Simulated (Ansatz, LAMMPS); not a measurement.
# Convergence of a linear-scaling basis for Li+ BF4- in propylene carbonate at 400 K (162 atoms)

Aim: test how closely localised support functions follow the reference on Li+ BF4- in propylene carbonate at 400 K (162 atoms), and at what cost. A setting counts as converged where the r.m.s. difference of forces stays under 1 % of the r.m.s. force.

Calculated with Ansatz 0.2.0; Kohn-Sham DFT, PBE+D3(BJ), PAW (set soft_2), plane waves.

This is a report of a sequence of runs, with the program logs left out and the cost of each run kept.

### 1. The system as given

The cell holds 162 atoms: 48 C, 36 O, 72 H, 1 B, 4 F and 1 Li. Cell: a = 12.123 Å, b = 12.123 Å, c = 12.123 Å, α = 90.0°, β = 90.0°, γ = 90.0°. 12 propylene carbonate, 1 Li+, 1 BF4- placed at random, at 1.23 g/cm³; overlaps pushed apart, then 10 ps at 550 K with stiff harmonic cages for PF6 and BF4 with UFF radii; Joung-Cheatham ions (J. Phys. Chem. B 112, 9020 (2008)); MMFF94 bonds, angles, torsions, charges and radii (Halgren, J. Comput. Chem. 17, 490 (1996)) in harmonic and 12-6 forms; charges of ions scaled by 0.8. Snapshot after 30 ps at 400 K and fixed volume.

What the set-up can't give: The network of contacts between molecules at the start is that of the classical potential that made the cell, and needn't be the one that DFT or experiment would give. The density was typed from a rule of thumb and may lie off the real one at this temperature. The Brillouin zone is sampled at Γ only, in a cell whose shortest periodic width is 12 Å.

### 2. The classical run that made the cell

A classical potential supplies the starting structure, since it reaches far longer times than DFT.

This step: classical MD, stiff harmonic cages for PF6 and BF4 with UFF radii; Joung-Cheatham ions (J. Phys. Chem. B 112, 9020 (2008)); MMFF94 bonds, angles, torsions, charges and radii (Halgren, J. Comput. Chem. 17, 490 (1996)) in harmonic and 12-6 forms; charges of ions scaled by 0.8 (LAMMPS 22 Jul 2025 - Update 4).

Input file in.lmp:

```
# Li+ BF4- in propylene carbonate
units real
atom_style full
boundary p p p
bond_style harmonic
angle_style harmonic
dihedral_style opls
improper_style harmonic
special_bonds lj 0 0 0.5 coul 0 0 0.75
read_data data.lmp
neigh_modify delay 0 every 1 check yes one 4000
comm_modify cutoff 12.0
timestep 0.5
thermo_style custom step time temp pe press density
thermo_modify norm yes
# push overlapping molecules apart
pair_style soft 2.6
pair_coeff * * 0.0
variable a equal ramp(1,60)
fix ad all adapt 1 pair soft a * * v_a
velocity all create 550 247151 mom yes dist gaussian
fix lim all nve/limit 0.03
fix lan all langevin 550 550 50 247152 zero yes
thermo 1000
run 3000 post no
unfix ad
pair_style lj/cut/coul/long 9.0
pair_modify mix arithmetic tail yes
pair_coeff 1 1 0.0678 3.3680   # C
pair_coeff 2 2 0.0763 3.0430   # O
pair_coeff 3 3 0.0678 3.4070   # C
pair_coeff 4 4 0.0763 2.9870   # O
pair_coeff 5 5 0.0216 2.5400   # H
pair_coeff 6 6 0.1800 3.6375   # B
# [... 20 lines left out ...]
compute msd all msd com yes
thermo 7500
fix md all nvt temp 400 400 100
run 30000 post no
print "== T400: mean square displacement over the hold $(c_msd[4]:%.2f) A^2"
unfix md
uncompute msd
write_dump all custom T400.dump id type xs ys zs modify sort id
```

Launch:

```console
lmp -in in.lmp -log none -nocite
```

Elapsed: 29 s, on 1 thread of Intel Xeon Platinum 8488C (Sapphire Rapids), shared host; peak memory 0.12 GiB.

The input also reads data.lmp (atoms, bonds and types; not printed here).

### 3. Plane-wave single point

The first run uses the default basis; a harder plane-wave run follows as the reference for the support functions.

Input file input.yaml:

```yaml
crystal:
  lattice:
    - [12.12346, 0.0, 0.0]
    - [0.0, 12.12346, 0.0]
    - [0.0, 0.0, 12.12346]
  atoms:
    - { symbol: C, position: [0.09588, 0.97682, 0.26858] }
    - { symbol: C, position: [0.12725, 0.09265, 0.25625] }
    - { symbol: C, position: [0.21871, 0.1098, 0.17481] }
    - { symbol: O, position: [0.15759, 0.10558, 0.08187] }
    - { symbol: C, position: [0.05411, 0.1448, 0.10072] }
    - { symbol: O, position: [0.98848, 0.16536, 0.026] }
    - { symbol: O, position: [0.03785, 0.15668, 0.20895] }
    - { symbol: H, position: [0.05466, 0.94294, 0.19308] }
    - { symbol: H, position: [0.17448, 0.93876, 0.28473] }
    - { symbol: H, position: [0.03802, 0.95778, 0.33582] }
    - { symbol: H, position: [0.15864, 0.12762, 0.33566] }
    - { symbol: H, position: [0.29294, 0.06128, 0.19308] }
    - { symbol: H, position: [0.24973, 0.19299, 0.1794] }
    - { symbol: C, position: [0.89813, 0.73215, 0.40577] }
    - { symbol: C, position: [0.81491, 0.8212, 0.40756] }
    - { symbol: C, position: [0.71488, 0.79241, 0.33988] }
    - { symbol: O, position: [0.62984, 0.85149, 0.38356] }
    - { symbol: C, position: [0.65538, 0.85378, 0.49065] }
    - { symbol: O, position: [0.58848, 0.87562, 0.56125] }
    - { symbol: O, position: [0.76499, 0.8382, 0.50933] }
    - { symbol: H, position: [0.95413, 0.72678, 0.33886] }
    - { symbol: H, position: [0.95741, 0.75658, 0.47103] }
    - { symbol: H, position: [0.8606, 0.65008, 0.41982] }
    - { symbol: H, position: [0.85495, 0.89674, 0.3782] }
    - { symbol: H, position: [0.69173, 0.70315, 0.3482] }
    - { symbol: H, position: [0.73224, 0.81309, 0.25649] }
    - { symbol: C, position: [0.2002, 0.25412, 0.87686] }
    - { symbol: C, position: [0.231, 0.33602, 0.78572] }
    - { symbol: C, position: [0.13102, 0.37032, 0.72963] }
    - { symbol: O, position: [0.07811, 0.45131, 0.79011] }
    - { symbol: C, position: [0.15488, 0.50231, 0.84391] }
    - { symbol: O, position: [0.14985, 0.59498, 0.86972] }
    [... 124 atom lines left out ...]
    - { symbol: B, position: [0.49394, 0.13963, 0.86139] }
    - { symbol: F, position: [0.45829, 0.2341, 0.7959] }
    - { symbol: F, position: [0.60281, 0.16714, 0.87603] }
    - { symbol: F, position: [0.46701, 0.03991, 0.81263] }
    - { symbol: F, position: [0.45268, 0.13613, 0.97104] }
    - { symbol: Li, position: [0.5858, 0.95668, 0.70901] }
kpoints:
  mp_grid: { grid: [1, 1, 1] }
hamiltonian:
  xc: pbe
  dispersion: d3bj
scf:
  occupations: { method: fermi_dirac, width: 0.05 }
output:
  forces: true
  stress: true
  populations: true
  dos:
    method: { smearing: { sigma: 0.1 } }
    de: 0.1
    projected: { site_lists: { B: [B], C: [C], F: [F], H: [H], Li: [Li] } }
  eigenvalues: true
  write_density: true
  write_potential: true
  volumetric_format: npy
  elf: true
```

Launch:

```console
ansatz run input.yaml --threads 8 --pin off --max-ram 15872MiB --backend cpu --events-out ev --progress --plain --runs-dir out
```

Wall time 10 s (8 threads of Intel Xeon Platinum 8488C (Sapphire Rapids), shared host); peak memory 2.6 GiB.

The program notes that the exchange-correlation potential is rough where the density is thin.

The run gave:

```yaml
free_energy: -37203.8239 eV
free_energy_per_atom: -229.6532 eV/atom
scf_cycles: 11
pressure: 3.05 GPa
r_m_s_force_component: 1.296 eV/Å
longest_force: 5.928 eV/Å
fermi_energy: 1.383 eV
spacing_of_highest_filled_and_lowest_empty_level: 4.656 eV
spilling_of_the_projection: 0.01266
```

The r.m.s. force component of 1.3 eV/Å sets the scale for the differences below.

### 4. Plane waves at 750 eV (750 eV)

The grid of the support functions holds more waves than the default cutoff, so they are judged against a harder plane-wave run.

input.yaml, the sections that differ from step 3:

```yaml
output:
  forces: true
  eigenvalues: true
basis:
  ecutwfc: "750 eV"
# crystal, kpoints, hamiltonian, scf: as in step 3
```

Wall time 13 s (8 threads); peak memory 5.3 GiB.

Forces differ from the reference by 5.3 meV/Å r.m.s., 0.41 % of their size, within a tolerance of 1 %; the energy by -4.0 meV/atom.

### 5. Support functions medium

The cell is solved in localised support functions. Besides, the program derives a nominal cutoff of 631 eV for this run, against the reference's 750.

This step: Kohn-Sham DFT, PBE+D3(BJ), PAW (set soft_2), localised support functions (medium) (Ansatz 0.2.0).

input.yaml, the sections that differ from step 4:

```yaml
scf:
  occupations: { method: fermi_dirac, width: 0.05 }
  eigensolver: { kind: { support_functions: { accuracy: medium } } }
  max_iter: 150
# crystal, kpoints, hamiltonian, output: as in step 4
# basis: removed
```

The job ended after 62 s (8 threads; peak memory 5.3 GiB; 7.8 min of CPU time).

The program notes that the band table was not solved further than the SCF left it and it switched symmetry off.

Keys that differ from the reference: basis.ecutwfc removed, support_functions.accuracy = "medium" and scf.max_iter = 150.

Forces differ from the reference by 0.86 meV/Å r.m.s., 0.066 % of their size, well within a tolerance of 1 %; the energy by -0.60 meV/atom. It took 4.6 times the reference's time (shared host, so rough).

### 6. Support functions low

With localised support functions most steps grow linearly with size, though the diagonalisation grows faster unless the density matrix is cut; this run measures error and cost at this size. Besides, the program derives a nominal cutoff of 420 eV for this run, against the reference's 750.

This step: Kohn-Sham DFT, PBE+D3(BJ), PAW (set soft_2), localised support functions (low) (Ansatz 0.2.0).

input.yaml, the sections that differ from step 5:

```yaml
scf:
  occupations: { method: fermi_dirac, width: 0.05 }
  eigensolver: { kind: { support_functions: { accuracy: low } } }
  max_iter: 150
# crystal, kpoints, hamiltonian, output: as in step 5
```

Elapsed: 55 s, on 8 threads; peak memory 4.9 GiB.

Keys that differ from the reference: basis.ecutwfc removed, support_functions.accuracy = "low" and scf.max_iter = 150.

Forces differ from the reference by 0.88 meV/Å r.m.s., 0.068 % of their size, well within a tolerance of 1 %; the energy by -0.59 meV/atom. It took 4.1 times the reference's time (shared host, so rough).

### 7. Support functions high

The cell is solved in localised support functions.

This step: Kohn-Sham DFT, PBE+D3(BJ), PAW (set soft_2), localised support functions (high) (Ansatz 0.2.0).

input.yaml, the sections that differ from step 6:

```yaml
scf:
  occupations: { method: fermi_dirac, width: 0.05 }
  eigensolver: { kind: { support_functions: { accuracy: high } } }
  max_iter: 150
# crystal, kpoints, hamiltonian, output: as in step 6
```

The job ended after 3.9 s (8 threads; peak memory 0.99 GiB).

The input was rejected at the start.

The program's message: “Error: memory limit exceeded: the `scf loop` phase needs 16.53 GiB against the run's memory maximum of 15.50 GiB; largest carriers: support functions 12.77 GiB, density mixer 1.20 GiB, ion tables 0.91 …”

The refusal is over memory: the job needs 16.53 GiB where 15.50 GiB were allowed.

### 8. Support functions high

After the refusal for memory the run is tried again with basis.xc_grid typed, in the hope of saving memory. Against the reference, the basis becomes support functions and the exchange-correlation grid changes.

input.yaml, as its differences from that of step 7:

```diff
@@ -19 +19,3 @@
   eigenvalues: true
+basis:
+  xc_grid: 1
```

Run time: 4 s. Hardware: 8 threads; peak memory 1.1 GiB.

The input was rejected at the start.

The program's message: “Error: memory limit exceeded: the `scf loop` phase needs 16.43 GiB against the run's memory maximum of 15.50 GiB; largest carriers: support functions 12.77 GiB, density mixer 1.20 GiB, iteration grids …”

The refusal is over memory: the job needs 16.43 GiB where 15.50 GiB were allowed.

### 9. Support functions medium, radius 3.34 Å

The radius confines each support function; a larger one gives more freedom and more work per atom. Besides, the program derives a nominal cutoff of 631 eV for this run, against the reference's 750.

This step: Kohn-Sham DFT, PBE+D3(BJ), PAW (set soft_2), localised support functions (medium) (Ansatz 0.2.0).

input.yaml, the sections that differ from step 8:

```yaml
scf:
  occupations: { method: fermi_dirac, width: 0.05 }
  eigensolver: { kind: { support_functions: { accuracy: medium, radius: 3.34 } } }
  max_iter: 150
# crystal, kpoints, hamiltonian, output: as in step 8
# basis: removed
```

It took 60 s on 8 threads; peak memory 5.1 GiB.

Keys that differ from the reference: basis.ecutwfc removed, support_functions.accuracy = "medium", support_functions.radius = 3.34 and scf.max_iter = 150.

Forces differ from the reference by 0.86 meV/Å r.m.s., 0.066 % of their size, well within a tolerance of 1 %; the energy by -0.60 meV/atom. It took 4.5 times the reference's time (shared host, so rough).

### 10. Support functions medium, radius 3.62 Å

input.yaml, the sections that differ from step 9:

```yaml
scf:
  occupations: { method: fermi_dirac, width: 0.05 }
  eigensolver: { kind: { support_functions: { accuracy: medium, radius: 3.62 } } }
  max_iter: 150
# crystal, kpoints, hamiltonian, output: as in step 9
```

The job ended after 76 s (8 threads; peak memory 5.5 GiB).

Keys that differ from the reference: basis.ecutwfc removed, support_functions.accuracy = "medium", support_functions.radius = 3.62 and scf.max_iter = 150.

Forces differ from the reference by 0.80 meV/Å r.m.s., 0.062 % of their size, well within a tolerance of 1 %; the energy by -0.60 meV/atom. It took 5.7 times the reference's time (shared host, so rough).

### 11. Support functions medium, radius 3.86 Å

input.yaml, the sections that differ from step 10:

```yaml
scf:
  occupations: { method: fermi_dirac, width: 0.05 }
  eigensolver: { kind: { support_functions: { accuracy: medium, radius: 3.86 } } }
  max_iter: 150
# crystal, kpoints, hamiltonian, output: as in step 10
```

Wall time 85 s (8 threads); peak memory 5.9 GiB.

Keys that differ from the reference: basis.ecutwfc removed, support_functions.accuracy = "medium", support_functions.radius = 3.86 and scf.max_iter = 150.

Forces differ from the reference by 0.82 meV/Å r.m.s., 0.063 % of their size, well within a tolerance of 1 %; the energy by -0.60 meV/atom. It took 6.3 times the reference's time (shared host, so rough).

### 12. Support functions medium, radius 4.13 Å

input.yaml, the sections that differ from step 11:

```yaml
scf:
  occupations: { method: fermi_dirac, width: 0.05 }
  eigensolver: { kind: { support_functions: { accuracy: medium, radius: 4.13 } } }
  max_iter: 150
# crystal, kpoints, hamiltonian, output: as in step 11
```

It took 99 s on 8 threads; peak memory 6.5 GiB.

Keys that differ from the reference: basis.ecutwfc removed, support_functions.accuracy = "medium", support_functions.radius = 4.13 and scf.max_iter = 150.

Forces differ from the reference by 0.78 meV/Å r.m.s., 0.060 % of their size, well within a tolerance of 1 %; the energy by -0.60 meV/atom. It took 7.4 times the reference's time (shared host, so rough).

### 13. Support functions medium, radius 4.65 Å

input.yaml, the sections that differ from step 12:

```yaml
scf:
  occupations: { method: fermi_dirac, width: 0.05 }
  eigensolver: { kind: { support_functions: { accuracy: medium, radius: 4.65 } } }
  max_iter: 150
# crystal, kpoints, hamiltonian, output: as in step 12
```

It took 2.3 min on 8 threads; peak memory 8 GiB; 18 min of CPU time.

Keys that differ from the reference: basis.ecutwfc removed, support_functions.accuracy = "medium", support_functions.radius = 4.65 and scf.max_iter = 150.

Forces differ from the reference by 0.78 meV/Å r.m.s., 0.060 % of their size, well within a tolerance of 1 %; the energy by -0.60 meV/atom. It took 10 times the reference's time (shared host, so rough).

### 14. Support functions medium, radius 5.17 Å

input.yaml, the sections that differ from step 13:

```yaml
scf:
  occupations: { method: fermi_dirac, width: 0.05 }
  eigensolver: { kind: { support_functions: { accuracy: medium, radius: 5.17 } } }
  max_iter: 150
# crystal, kpoints, hamiltonian, output: as in step 13
```

Run time: 3.3 min. Hardware: 8 threads; peak memory 10 GiB.

Keys that differ from the reference: basis.ecutwfc removed, support_functions.accuracy = "medium", support_functions.radius = 5.17 and scf.max_iter = 150.

Forces differ from the reference by 0.78 meV/Å r.m.s., 0.060 % of their size, well within a tolerance of 1 %; the energy by -0.60 meV/atom. It took 15 times the reference's time (shared host, so rough).

### 15. All settings compared

Differences are against the plane-wave reference (Kohn-Sham DFT, PBE+D3(BJ), PAW (set soft_2), plane waves), whose r.m.s. force component is 1.30 eV/Å. Energies are set beside the reference only for runs with its functional, potentials and electron count. Times are for 8 threads of Intel Xeon Platinum 8488C (Sapphire Rapids), shared host. The reference's time includes the DOS, ELF, the stress and grids, which some other runs skip.

| run | Δ force, r.m.s. (meV/Å) | share of r.m.s. force (%) | Δ energy (meV/atom) | Δ gap (eV) | cycles | time | host memory (GiB) |
| --- | --- | --- | --- | --- | --- | --- | --- |
| reference | - | - | - | - | 11 | 10 s | 2.6 |
| plane waves at 750 eV (750 eV) | 5.33 | 0.411 | -3.98 | -4.0e-4 | 11 | 13 s | 5.3 |

### 16. Cost against change

Differences are against the run with plane waves at 750 eV (Kohn-Sham DFT, PBE+D3(BJ), PAW (set soft_2), plane waves), whose r.m.s. force component is 1.30 eV/Å. Energies are set beside the reference only for runs with its functional, potentials and electron count. Times are for 8 threads of Intel Xeon Platinum 8488C (Sapphire Rapids), shared host.

| run | Δ force, r.m.s. (meV/Å) | share of r.m.s. force (%) | Δ energy (meV/atom) | Δ gap (eV) | cycles | time | host memory (GiB) |
| --- | --- | --- | --- | --- | --- | --- | --- |
| reference | - | - | - | - | 11 | 13 s | 5.3 |
| support functions medium | 0.857 | 0.0662 | -0.596 | -7.0e-4 | 15 | 62 s | 5.3 |
| support functions low | 0.878 | 0.0678 | -0.595 | -0.0026 | 13 | 55 s | 4.9 |
| support functions medium, radius 3.34 Å | 0.856 | 0.066 | -0.596 | -0.001 | 15 | 60 s | 5.1 |
| support functions medium, radius 3.62 Å | 0.801 | 0.0619 | -0.596 | -6.0e-4 | 15 | 76 s | 5.5 |
| support functions medium, radius 3.86 Å | 0.817 | 0.0631 | -0.596 | -6.0e-4 | 15 | 85 s | 5.9 |
| support functions medium, radius 4.13 Å | 0.781 | 0.0603 | -0.596 | -5.0e-4 | 15 | 99 s | 6.5 |
| support functions medium, radius 4.65 Å | 0.778 | 0.0601 | -0.596 | -5.0e-4 | 15 | 2.3 min | 8.0 |
| support functions medium, radius 5.17 Å | 0.775 | 0.0598 | -0.596 | -5.0e-4 | 15 | 3.3 min | 10 |

[end of part 1 of 2]

[Long decimals in the printed logs are rounded to 6 places.]

[Logs are printed without paths, hosts, clocks, repeated set-up lines and the standing remarks that a program may print on its own settings, such as how far it seeks lower states.]

[Hosts, paths, dates, database ids (printed as entryN), source tags and the programs' standing remarks are cut or masked in the printed files.]

[The MMFF94 radii named for the starting cell were scaled by 0.96; in molecules described by MMFF94, hydrogen bound to N, O or S took a small fixed 12-6 site in their place.]
